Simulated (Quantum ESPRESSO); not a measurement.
Consider TiTeSe (P3m1).

```
CELL_PARAMETERS angstrom
3.68513 0.00000 0.00000
-1.84256 3.19141 0.00000
0.00000 0.00000 6.63475
ATOMIC_POSITIONS crystal
Te 0.66667 0.33333 0.25167
Se 0.33333 0.66667 0.76962
Ti 0.00000 0.00000 0.97872
```

Absorber: atom 3, with 3 Se at 2.54 Å and 3 Te at 2.79 Å (distorted octahedral, site symmetry 3m). Method: Quantum ESPRESSO XSpectra, LDA, excited-electron core hole (neutral cell), 9-atom cell with 6.4 Å between holes, 4×4×4 k points, dipole transitions, Lorentzian half width 0.47 eV up to 4 eV, rising linearly to 4 eV at 25 eV.

Q: What does the Ti K edge look like?

Main maxima up to 30 eV above the zero (height): 1.2 eV (0.24), 8.7 eV (1.53) and 18.7 eV (1.29). A K edge sees empty p states. The first eV above the zero hold little dipole weight, as the lowest empty bands are of d character; the main edge, of 4p character, rises through 0.6 near 5 eV above the zero. The total-energy difference is 4971.67 eV. One term is added: -22.68 eV, since the hole is spin-paired here and a spin-polarised one costs that much less in the free atom (computed apart). The photon energy is then 4948.99 eV. The tabulated edge of the element is 4966 eV. The functional leaves an error in such absolute values: in the free atom LDA prices this hole 13.2 eV below PBE (computed apart), and PBE is itself good to a few eV.

The Ti K spectrum (energy from the energy zero of the input (xe0, at the border of filled and empty states); intensity scaled to a mean of 1 over the first 20 eV; the points at xe0, where the cut of filled states can leave a spike, are interpolated; polarised curves are means over the symmetry-equivalent atoms):

```csv
E (eV),isotropic,ε ⊥ c,ε ∥ c
-2.0,0.03,0.04,0.03
-1.5,0.04,0.04,0.04
-1.0,0.05,0.05,0.05
-0.5,0.07,0.08,0.07
0.0,0.12,0.13,0.10
0.5,0.17,0.19,0.12
1.0,0.23,0.29,0.11
1.5,0.23,0.28,0.11
2.0,0.21,0.25,0.13
2.5,0.19,0.21,0.17
3.0,0.18,0.18,0.16
3.5,0.16,0.17,0.15
4.0,0.19,0.20,0.18
4.5,0.33,0.33,0.31
5.0,0.53,0.54,0.51
5.5,0.74,0.75,0.72
6.0,0.93,0.93,0.93
6.5,1.10,1.08,1.12
7.0,1.25,1.25,1.27
7.5,1.38,1.41,1.33
8.0,1.48,1.54,1.36
8.5,1.52,1.59,1.39
9.0,1.52,1.59,1.38
9.5,1.47,1.52,1.35
10.0,1.38,1.40,1.34
10.5,1.30,1.29,1.33
11.0,1.26,1.22,1.34
11.5,1.25,1.19,1.35
12.0,1.26,1.20,1.37
12.5,1.27,1.22,1.38
13.0,1.28,1.23,1.37
13.5,1.27,1.23,1.35
14.0,1.26,1.23,1.33
14.5,1.26,1.23,1.32
15.0,1.26,1.23,1.31
15.5,1.26,1.24,1.31
16.0,1.27,1.25,1.31
16.5,1.27,1.26,1.31
17.0,1.28,1.27,1.30
17.5,1.29,1.28,1.29
18.0,1.29,1.29,1.28
18.5,1.29,1.30,1.27
19.0,1.29,1.31,1.26
19.5,1.29,1.31,1.25
20.0,1.29,1.31,1.24
20.5,1.28,1.31,1.23
21.0,1.28,1.31,1.22
21.5,1.27,1.30,1.21
22.0,1.27,1.30,1.21
22.5,1.26,1.29,1.21
23.0,1.26,1.28,1.20
23.5,1.25,1.27,1.20
24.0,1.24,1.26,1.20
24.5,1.23,1.25,1.20
25.0,1.23,1.24,1.20
25.5,1.22,1.23,1.20
26.0,1.22,1.22,1.20
26.5,1.21,1.22,1.20
27.0,1.21,1.21,1.20
27.5,1.20,1.21,1.20
28.0,1.20,1.20,1.20
28.5,1.20,1.19,1.21
29.0,1.20,1.19,1.21
29.5,1.19,1.19,1.21
30.0,1.19,1.18,1.21
30.5,1.19,1.18,1.21
31.0,1.19,1.18,1.21
31.5,1.19,1.18,1.21
32.0,1.19,1.18,1.21
```

The unit cell's mesh shows no gap over 0.35 eV. That is right for a metallic compound; for a small-gap or correlated insulator it would be the fault of the functional or of the assumed magnetic order, and the hole would be screened too well. Quadrupole 1s→3d transitions, which feed the pre-edge, are not in the dipole spectrum. The holes are only 6.4 Å apart, so the shape is probably not converged with cell size; no larger cell was run here. Lifetime broadening is put in by hand, and intensities beyond about 20 eV depend on it and on the partial waves. The structure is a computed Materials Project entry and may be a hypothetical form.

[Banner, clock and machine lines of the logs are left out without a mark of their own.]

[Logs are printed without paths, hosts, clocks, repeated set-up lines and the standing remarks that a program may print on its own settings, such as how far it seeks lower states.]

[Hosts, paths, dates, database ids (printed as entryN), source tags and the programs' standing remarks are cut or masked in the printed files.]

[Lists of maxima count a maximum above −3 eV only where it reaches 4 % of the highest in the window and stands out from its surroundings by 2 % of it (1.5 % where it reaches 55 %); shoulders and weaker maxima are passed over, and of the rest the first, up to two pre-edge ones and the few strongest are named.]
